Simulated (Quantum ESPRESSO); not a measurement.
# Nb(110), 5 layers against a metal electrode, stepped through the charge of the slab, part 2 of 4

Aim: how the results for Nb(110), 5 layers against a metal electrode change with the charge of the slab.

Quantum ESPRESSO 7.5; plane-wave DFT, PBE, GBRV ultrasoft pseudopotentials.

So far. Step 2 (Relaxing cell and ions of the reference):  The last row is no step: it is a fresh SCF in the final cell with a new plane-wave basis, -0 meV from the row before.

## (3) Relaxation with pw.x of the reference

What the set-up leaves free in this member is relaxed.

System of this step: Nb(110), 5 layers. The cell holds 5 atoms: 5 Nb. Its edges and angles: a = 2.864 Å, b = 2.864 Å, c = 24.385 Å, α = 90.0°, β = 90.0°, γ = 70.5°. It derives from Nb. Vacuum lies along c.

Contents of ref.relax.in:

```
&control
  prefix = 'ref.relax'
  outdir = './out'
  pseudo_dir = './pseudo'
  nstep = 40
  forc_conv_thr = 0.001
  calculation = 'relax'
/
&system
  ibrav = 0
  nat = 5
  ntyp = 1
  ecutwfc = 40
  ecutrho = 200
  occupations = 'smearing'
  smearing = 'mv'
  degauss = 0.02
/
&electrons
  conv_thr = 1e-08
  mixing_beta = 0.4
  electron_maxstep = 120
  mixing_mode = 'local-TF'
/
&ions
/
ATOMIC_SPECIES
  Nb  92.9064  nb_pbe_v1.uspp.F.UPF
CELL_PARAMETERS angstrom
  2.33832974876222 -1.65344882200000 0.00000000000000
  2.33832974876222 1.65344882200000 0.00000000000000
  0.00000000000000 0.00000000000000 24.38467192232160
ATOMIC_POSITIONS crystal
  Nb  0.000000000000 0.000000000000 0.308213146668
  Nb  0.500000000000 0.500000000000 0.404106573334
  Nb  0.000000000000 0.000000000000 0.500000000000 0 0 0
  Nb  0.500000000000 0.500000000000 0.595893426666
  Nb  0.000000000000 0.000000000000 0.691786853332
K_POINTS automatic
  12 12 1 0 0 0
```

The run is started by

```sh
$ OMP_NUM_THREADS=1 mpirun -n 4 pw.x -nk 4 -in ref.relax.in > ref.relax.out
```

Log:

```text
[banner, memory and clock lines left out]
Program PWSCF v.7.5 starts

          URL

     Message from routine setup:
     using ibrav=0 with symmetry is DISCOURAGED, use correct ibrav instead

     G-vector sticks info

     bravais-lattice index     =            0
     lattice parameter (alat)  =       5.4119  a.u.
     unit-cell volume          =    1272.4479 (a.u.)^3
     number of atoms/cell      =            5
     number of atomic types    =            1
     number of electrons       =        65.00
     number of Kohn-Sham states=           40
     kinetic-energy cutoff     =      40.0000  Ry
     charge density cutoff     =     200.0000  Ry
     scf convergence threshold =      1.0E-08
     mixing beta               =       0.4000
     number of iterations used =            8  local-TF  mixing
     energy convergence thresh.=      1.0E-04
     force convergence thresh. =      1.0E-03
     Exchange-correlation= SLA  PW   PBE  PBE
                           (   1   4   3   4   0   0   0)
     nstep                     =           40

     celldm(1)=   5.411906  celldm(2)=   0.000000  celldm(3)=   0.000000
     celldm(4)=   0.000000  celldm(5)=   0.000000  celldm(6)=   0.000000

     crystal axes: (cart. coord. in units of alat)
               a(1) = (   0.816497  -0.577350   0.000000 )
               a(2) = (   0.816497   0.577350   0.000000 )
               a(3) = (   0.000000   0.000000   8.514625 )

     reciprocal axes: (cart. coord. in units 2 pi/alat)
               b(1) = (  0.612372 -0.866025  0.000000 )
               b(2) = (  0.612372  0.866025 -0.000000 )
               b(3) = ( -0.000000  0.000000  0.117445 )

     PseudoPot. # 1 for Nb read from file:
     ./pseudo/nb_pbe_v1.uspp.F.UPF
     Pseudo is Ultrasoft + core correction, Zval = 13.0
     Generated by new atomic code, or converted to UPF format
     Using radial grid of  887 points,  6 beta functions with:
                l(1) =   0
                l(2) =   0
                l(3) =   1
                l(4) =   1
                l(5) =   2
                l(6) =   2
     Q(r) pseudized with  6 coefficients,  rinner =    1.000   1.000   1.000
                                                       1.000   1.000

     atomic species   valence    mass     pseudopotential
     Nb               13.00    92.90640     Nb( 1.00)

      8 Sym. Ops., with inversion, found

   Cartesian axes

     site n.     atom                  positions (alat units)
         1        Nb     tau(   1) = (   0.0000000   0.0000000   2.6243194  )
         2        Nb     tau(   2) = (   0.8164966   0.0000000   3.4408160  )
         3        Nb     tau(   3) = (   0.0000000   0.0000000   4.2573126  )
         4        Nb     tau(   4) = (   0.8164966   0.0000000   5.0738091  )
         5        Nb     tau(   5) = (   0.0000000   0.0000000   5.8903057  )

     number of k points=    43  Marzari-Vanderbilt smearing, width (Ry)=  0.0200
                       cart. coord. in units 2pi/alat
        k(    1) = (   0.0000000   0.0000000   0.0000000), wk =   0.0138889
        k(    2) = (   0.0510310   0.0721688   0.0000000), wk =   0.0555556
        k(    3) = (   0.1020621   0.1443376   0.0000000), wk =   0.0555556
        k(    4) = (   0.1530931   0.2165064   0.0000000), wk =   0.0555556
        k(    5) = (   0.2041241   0.2886751   0.0000000), wk =   0.0555556
        k(    6) = (   0.2551552   0.3608439   0.0000000), wk =   0.0555556
        k(    7) = (  -0.3061862  -0.4330127   0.0000000), wk =   0.0277778
        k(    8) = (   0.1020621  -0.0000000   0.0000000), wk =   0.0277778
        k(    9) = (   0.1530931   0.0721688   0.0000000), wk =   0.0555556
        k(   10) = (   0.2041241   0.1443376   0.0000000), wk =   0.0555556
        k(   11) = (   0.2551552   0.2165064   0.0000000), wk =   0.0555556
        k(   12) = (   0.3061862   0.2886751   0.0000000), wk =   0.0555556
        k(   13) = (  -0.2551552  -0.5051815   0.0000000), wk =   0.0555556
        k(   14) = (  -0.2041241  -0.4330127   0.0000000), wk =   0.0555556
        k(   15) = (  -0.1530931  -0.3608439   0.0000000), wk =   0.0555556
        k(   16) = (  -0.1020621  -0.2886751   0.0000000), wk =   0.0555556
        k(   17) = (  -0.0510310  -0.2165064   0.0000000), wk =   0.0555556
        k(   18) = (  -0.0000000  -0.1443376   0.0000000), wk =   0.0277778
        k(   19) = (   0.2041241  -0.0000000   0.0000000), wk =   0.0277778
        k(   20) = (   0.2551552   0.0721688   0.0000000), wk =   0.0555556
        k(   21) = (   0.3061862   0.1443376   0.0000000), wk =   0.0555556
        k(   22) = (   0.3572173   0.2165064   0.0000000), wk =   0.0555556
        k(   23) = (  -0.2041241  -0.5773503   0.0000000), wk =   0.0555556
        k(   24) = (  -0.1530931  -0.5051815   0.0000000), wk =   0.0555556
        k(   25) = (  -0.1020621  -0.4330127   0.0000000), wk =   0.0555556
        k(   26) = (  -0.0510310  -0.3608439   0.0000000), wk =   0.0555556
        k(   27) = (   0.0000000  -0.2886751   0.0000000), wk =   0.0277778
        k(   28) = (   0.3061862   0.0000000   0.0000000), wk =   0.0277778
        k(   29) = (   0.3572173   0.0721688   0.0000000), wk =   0.0555556
        k(   30) = (   0.4082483   0.1443376   0.0000000), wk =   0.0555556
        k(   31) = (  -0.1530931  -0.6495191   0.0000000), wk =   0.0555556
        k(   32) = (  -0.1020621  -0.5773503   0.0000000), wk =   0.0555556
        k(   33) = (  -0.0510310  -0.5051815   0.0000000), wk =   0.0555556
        k(   34) = (   0.0000000  -0.4330127   0.0000000), wk =   0.0277778
        k(   35) = (   0.4082483  -0.0000000   0.0000000), wk =   0.0277778
        k(   36) = (   0.4592793   0.0721688   0.0000000), wk =   0.0555556
        k(   37) = (  -0.1020621  -0.7216878   0.0000000), wk =   0.0555556
        k(   38) = (  -0.0510310  -0.6495191   0.0000000), wk =   0.0555556
        k(   39) = (  -0.0000000  -0.5773503   0.0000000), wk =   0.0277778
        k(   40) = (   0.5103104  -0.0000000   0.0000000), wk =   0.0277778
        k(   41) = (  -0.0510310  -0.7938566   0.0000000), wk =   0.0555556
        k(   42) = (   0.0000000  -0.7216878   0.0000000), wk =   0.0277778
        k(   43) = (  -0.6123724   0.0000000   0.0000000), wk =   0.0138889

     Dense  grid:    60663 G-vectors     FFT dimensions: (  25,  25, 216)

     Smooth grid:    43413 G-vectors     FFT dimensions: (  24,  24, 192)

     Check: negative core charge=   -0.000001

     Initial potential from superposition of free atoms

     starting charge      64.9863, renormalised to      65.0000

     negative rho (up, down):  2.962E-03 0.000E+00
[...]
k =-0.1021-0.4330 0.0000 (  5440 PWs)   bands (ev):

   -48.0850 -48.0850 -47.7960 -47.7837 -47.7740 -24.6241 -24.5921 -24.5559
   -24.4943 -24.3109 -24.1173 -24.0773 -24.0431 -24.0040 -23.8573 -23.7829
   -23.7271 -23.6619 -23.5391 -23.5357   3.5458   3.5790   3.9148   4.1863
     4.5550   4.7858   4.8897   5.2280   5.3956   5.6678   6.0394   6.1434
     6.3076   6.7295   6.7476   7.4567   7.9339   8.9089   9.2339   9.5231

          k =-0.0510-0.3608 0.0000 (  5440 PWs)   bands (ev):

   -48.1145 -48.1145 -47.8398 -47.8083 -47.7817 -24.5434 -24.5066 -24.4659
   -24.4119 -24.1463 -24.1326 -24.0088 -23.9919 -23.8808 -23.7769 -23.7321
   -23.6895 -23.6676 -23.5348 -23.5330   3.2874   3.5405   4.0612   4.4799
     4.6441   4.8658   4.9947   5.2565   5.5460   5.7152   5.7339   5.8199
     5.9329   6.1341   6.3643   7.1243   7.8915   8.3441   8.7598   9.1094

          k = 0.0000-0.2887 0.0000 (  5436 PWs)   bands (ev):

   -48.1478 -48.1477 -47.8826 -47.8334 -47.7928 -24.5466 -24.5254 -24.3969
   -24.2978 -24.0963 -23.9765 -23.9039 -23.9038 -23.7455 -23.6711 -23.6619
   -23.6318 -23.5793 -23.5227 -23.5113   2.6035   3.1247   3.9629   4.5572
     4.6849   4.7300   4.7643   4.9871   5.1463   5.3119   5.6990   5.8277
     5.9826   6.3173   6.3642   7.4621   7.4818   8.1873   8.3197   9.2570

          k = 0.3062 0.0000 0.0000 (  5455 PWs)   bands (ev):

   -48.1193 -48.1187 -47.8611 -47.7885 -47.7317 -24.5503 -24.4879 -24.2116
   -24.2087 -24.1524 -24.1393 -24.1297 -24.0142 -23.8757 -23.8627 -23.8404
   -23.7072 -23.6846 -23.6008 -23.4713   2.6463   3.2720   3.7421   3.9544
     4.0493   4.5436   4.9461   5.2968   5.7907   5.8519   6.3500   6.5191
     6.5478   7.1496   7.2036   7.2230   7.5554   7.7791   7.9297   7.9792

          k = 0.3572 0.0722 0.0000 (  5446 PWs)   bands (ev):

   -48.0900 -48.0895 -47.8301 -47.7634 -47.7109 -24.5200 -24.4918 -24.3771
   -24.3757 -24.2784 -24.2284 -24.1445 -24.0837 -24.0024 -23.9450 -23.8517
   -23.7389 -23.7057 -23.6232 -23.4792   3.0631   3.6091   3.7551   4.0429
     4.0609   4.1418   4.6590   4.9199   5.3922   5.4523   6.2203   6.4956
     6.6550   7.2899   7.3847   7.4295   7.5094   7.9757   8.6142   8.8236

          k = 0.4082 0.1443 0.0000 (  5420 PWs)   bands (ev):

   -48.0638 -48.0635 -47.8003 -47.7443 -47.6994 -24.6097 -24.6073 -24.4539
   -24.4439 -24.3675 -24.3587 -24.2122 -24.0742 -24.0571 -23.9817 -23.8585
   -23.7553 -23.7386 -23.6037 -23.5071   3.5418   3.7485   3.7747   3.8765
     4.0053   4.3316   4.6970   4.7853   4.9769   5.1094   6.0489   6.4710
     6.5575   6.8472   7.3211   7.6516   7.8230   8.4455   8.5844   9.1702

          k =-0.1531-0.6495 0.0000 (  5425 PWs)   bands (ev):

   -48.0478 -48.0477 -47.7779 -47.7365 -47.7025 -24.6802 -24.6781 -24.5254
   -24.5054 -24.4375 -24.3094 -24.2233 -24.0960 -24.0920 -24.0056 -23.8942
   -23.7869 -23.7265 -23.5886 -23.5494   3.6780   3.7281   3.9339   3.9633
     4.2348   4.5156   4.7771   4.8028   5.0365   5.1492   5.9102   6.3232
     6.5595   6.6005   7.0567   7.7210   8.0242   8.5997   8.8426   9.3746

          k =-0.1021-0.5774 0.0000 (  5413 PWs)   bands (ev):

   -48.0465 -48.0465 -47.7662 -47.7420 -47.7220 -24.6585 -24.6503 -24.5385
   -24.4987 -24.4199 -24.2868 -24.2249 -24.1100 -24.1054 -24.0108 -23.9371
   -23.7940 -23.7336 -23.5861 -23.5836   3.8316   3.8351   4.0642   4.0971
     4.5605   4.5791   4.8763   4.9669   5.3260   5.4799   5.8402   6.0042
     6.4746   6.7197   6.7636   7.6707   7.8893   8.6547   9.2295   9.6399

          k =-0.0510-0.5052 0.0000 (  5426 PWs)   bands (ev):

   -48.0602 -48.0602 -47.7655 -47.7593 -47.7556 -24.5750 -24.5535 -24.5070
   -24.4581 -24.3379 -24.2846 -24.1958 -24.0879 -24.0755 -23.9945 -23.9264
   -23.8002 -23.7530 -23.5924 -23.5862   3.9965   4.0406   4.1886   4.4004
     4.6842   4.7038   5.0119   5.1038   5.5262   5.5805   5.8740   5.9378
     6.2078   6.6289   6.6961   7.1374   7.9950   8.8517   9.2400   9.6407

          k = 0.0000-0.4330 0.0000 (  5454 PWs)   bands (ev):

   -48.0852 -48.0852 -47.7976 -47.7836 -47.7723 -24.5309 -24.5085 -24.4640
   -24.4306 -24.1977 -24.1966 -24.1507 -24.0881 -23.9654 -23.8995 -23.8217
   -23.8100 -23.7390 -23.5813 -23.5745   3.8626   3.9257   4.2733   4.7495
     4.8266   4.8583   5.1623   5.2112   5.2558   5.6349   5.7962   5.8509
     6.0928   6.4757   6.5675   6.6306   7.9074   8.5738   8.9088   9.2128

          k = 0.4082-0.0000 0.0000 (  5417 PWs)   bands (ev):

   -48.0652 -48.0648 -47.8050 -47.7389 -47.6869 -24.5378 -24.5332 -24.4207
   -24.3787 -24.2902 -24.2573 -24.2467 -24.2298 -24.0701 -23.9911 -23.9859
   -23.8169 -23.7068 -23.6839 -23.4692   3.0522   3.3948   3.5980   3.6352
     3.7890   3.9363   4.2390   4.8180   5.3521   5.7597   6.0064   6.9725
     7.1988   7.4591   7.8644   8.2088   8.4517   8.7812   8.9872   9.0845

          k = 0.4593 0.0722 0.0000 (  5416 PWs)   bands (ev):

   -48.0430 -48.0427 -47.7811 -47.7203 -47.6721 -24.6421 -24.6398 -24.4179
   -24.3925 -24.3835 -24.3781 -24.2938 -24.2245 -24.1527 -24.0102 -24.0075
   -23.8319 -23.7778 -23.6533 -23.4795   3.1650   3.2837   3.3546   3.5938
     3.7413   3.7861   4.1218   4.6943   5.1154   5.4196   6.2288   7.1386
     7.3006   7.5901   7.9313   8.4645   8.6856   8.9730   8.9927   9.2296

          k =-0.1021-0.7217 0.0000 (  5405 PWs)   bands (ev):

   -48.0294 -48.0292 -47.7638 -47.7127 -47.6715 -24.6897 -24.6869 -24.4785
   -24.4572 -24.4173 -24.3638 -24.3263 -24.2338 -24.1776 -24.0556 -24.0244
   -23.8476 -23.7951 -23.6217 -23.5125   3.3084   3.4021   3.4907   3.7526
     3.7684   3.9762   4.3352   4.6750   4.9062   5.0745   6.2715   6.4930
     7.4471   7.5161   7.6658   8.4975   8.9504   9.1450   9.1703   9.4567

          k =-0.0510-0.6495 0.0000 (  5396 PWs)   bands (ev):

   -48.0280 -48.0280 -47.7561 -47.7182 -47.6871 -24.6396 -24.6363 -24.4800
   -24.4665 -24.4288 -24.3750 -24.3524 -24.2349 -24.1657 -24.0796 -24.0716
   -23.8757 -23.7570 -23.6047 -23.5609   3.5223   3.7310   3.9127   3.9971
     4.0624   4.3394   4.7909   4.8108   4.8715   4.8986   5.8596   6.1062
     6.8374   7.3327   7.4600   8.1074   9.0648   9.4480   9.4756   9.6634

          k =-0.0000-0.5774 0.0000 (  5412 PWs)   bands (ev):

   -48.0393 -48.0393 -47.7578 -47.7353 -47.7169 -24.5102 -24.5073 -24.4990
   -24.4951 -24.4316 -24.4259 -24.2640 -24.1637 -24.1597 -24.0646 -24.0616
   -23.8593 -23.7462 -23.5985 -23.5981   3.9659   4.0967   4.2616   4.2763
     4.2967   4.5323   4.8832   5.0017   5.2142   5.3991   5.6345   5.8511
     6.3190   7.0016   7.0451   7.4840   8.7576   9.2877   9.4346   9.7353

          k = 0.5103-0.0000 0.0000 (  5367 PWs)   bands (ev):

   -48.0254 -48.0251 -47.7635 -47.7022 -47.6539 -24.7290 -24.7228 -24.4873
   -24.3788 -24.3660 -24.3422 -24.3387 -24.3307 -24.2352 -24.0739 -23.9859
   -23.8957 -23.7831 -23.6771 -23.4679   2.9382   2.9793   3.0622   3.2824
     3.4645   3.6029   3.7679   4.7133   5.0541   5.7444   6.1259   7.3052
     7.7256   8.1040   8.5151   8.5676   9.0933   9.2652   9.2846  10.3714

          k =-0.0510-0.7939 0.0000 (  5364 PWs)   bands (ev):

   -48.0158 -48.0156 -47.7525 -47.6952 -47.6496 -24.7667 -24.7594 -24.5240
   -24.4137 -24.3777 -24.3749 -24.3389 -24.3306 -24.2666 -24.0847 -24.0289
   -23.8666 -23.8327 -23.6541 -23.4796   2.9516   2.9867   3.0372   3.2824
     3.5041   3.5552   3.7811   4.7288   4.9348   5.4974   6.3090   6.8890
     7.9841   7.9910   8.6842   8.7374   9.1189   9.2934   9.4306  10.6360

          k = 0.0000-0.7217 0.0000 (  5390 PWs)   bands (ev):

   -48.0168 -48.0166 -47.7503 -47.7010 -47.6613 -24.7224 -24.7154 -24.4796
   -24.4362 -24.4124 -24.3771 -24.3557 -24.3373 -24.2430 -24.0842 -24.0824
   -23.8827 -23.8054 -23.6242 -23.5142   3.1533   3.2530   3.3975   3.5956
     3.6923   3.8486   4.1462   4.8203   4.8325   5.1819   6.2197   6.2672
     7.4231   7.8506   8.2904   8.6101   9.3694   9.5465   9.5716  10.4884

          k =-0.6124 0.0000 0.0000 (  5354 PWs)   bands (ev):

   -48.0108 -48.0105 -47.7482 -47.6887 -47.6417 -24.8045 -24.7962 -24.5579
   -24.4257 -24.3729 -24.3612
[key lines of the parts left out:]
total energy              =    -589.51460350 Ry
the Fermi energy is     6.3622 ev
convergence has been achieved in  12 iterations
```

Run time: 11 min. Hardware: 4 MPI ranks of Arm Neoverse V1, shared host; peak memory 0.63 GiB.

Relaxation path:

```csv
step,energy less that of the first step (eV),largest force (eV/Å)
1,0.0000,0.3911
2,-0.0107,0.3428
3,-0.0200,0.2870
4,-0.0296,0.1989
5,-0.0352,0.0698
6,-0.0355,0.0778
7,-0.0360,0.0794
8,-0.0369,0.0745
9,-0.0380,0.0604
10,-0.0391,0.0327
11,-0.0395,0.0025
```

The atoms that moved most (Å):

| atom | dx | dy | dz | length |
| --- | --- | --- | --- | --- |
| Nb5 | 0.000 | 0.000 | -0.089 | 0.089 |
| Nb1 | 0.000 | 0.000 | 0.089 | 0.089 |
| Nb4 | 0.000 | 0.000 | 0.009 | 0.009 |
| Nb2 | 0.000 | 0.000 | -0.009 | 0.009 |

Final coordinates:

```xyz
5
Lattice="2.3383 -1.6534 0.0000 2.3383 1.6534 0.0000 0.0000 0.0000 24.3847" Properties=species:S:1:pos:R:3
Nb    0.0000    0.0000    7.6044
Nb    2.3383    0.0000    9.8455
Nb    0.0000    0.0000   12.1923
Nb    2.3383    0.0000   14.5392
Nb    0.0000    0.0000   16.7803
```

The relaxation lowers the energy by 8 meV an atom. On the free atoms the largest force ends at 0.003 eV/Å.

This step gave:

| Property | Result |
| --- | --- |
| free energy | -8020.7574 eV |
| Fermi energy | 6.371 eV |

(Part 2 of 4 ends here.)

[Logs are printed without paths, hosts, clocks, repeated set-up lines and the standing remarks that a program may print on its own settings, such as how far it seeks lower states.]

[Hosts, paths, dates, database ids (printed as entryN), source tags and the programs' standing remarks are cut or masked in the printed files.]

[Maps of the electrostatic potential energy from Ansatz leave out the sawtooth potential of an applied field or a dipole correction, so their vacuum need not be flat; planar profiles and work functions include it.]
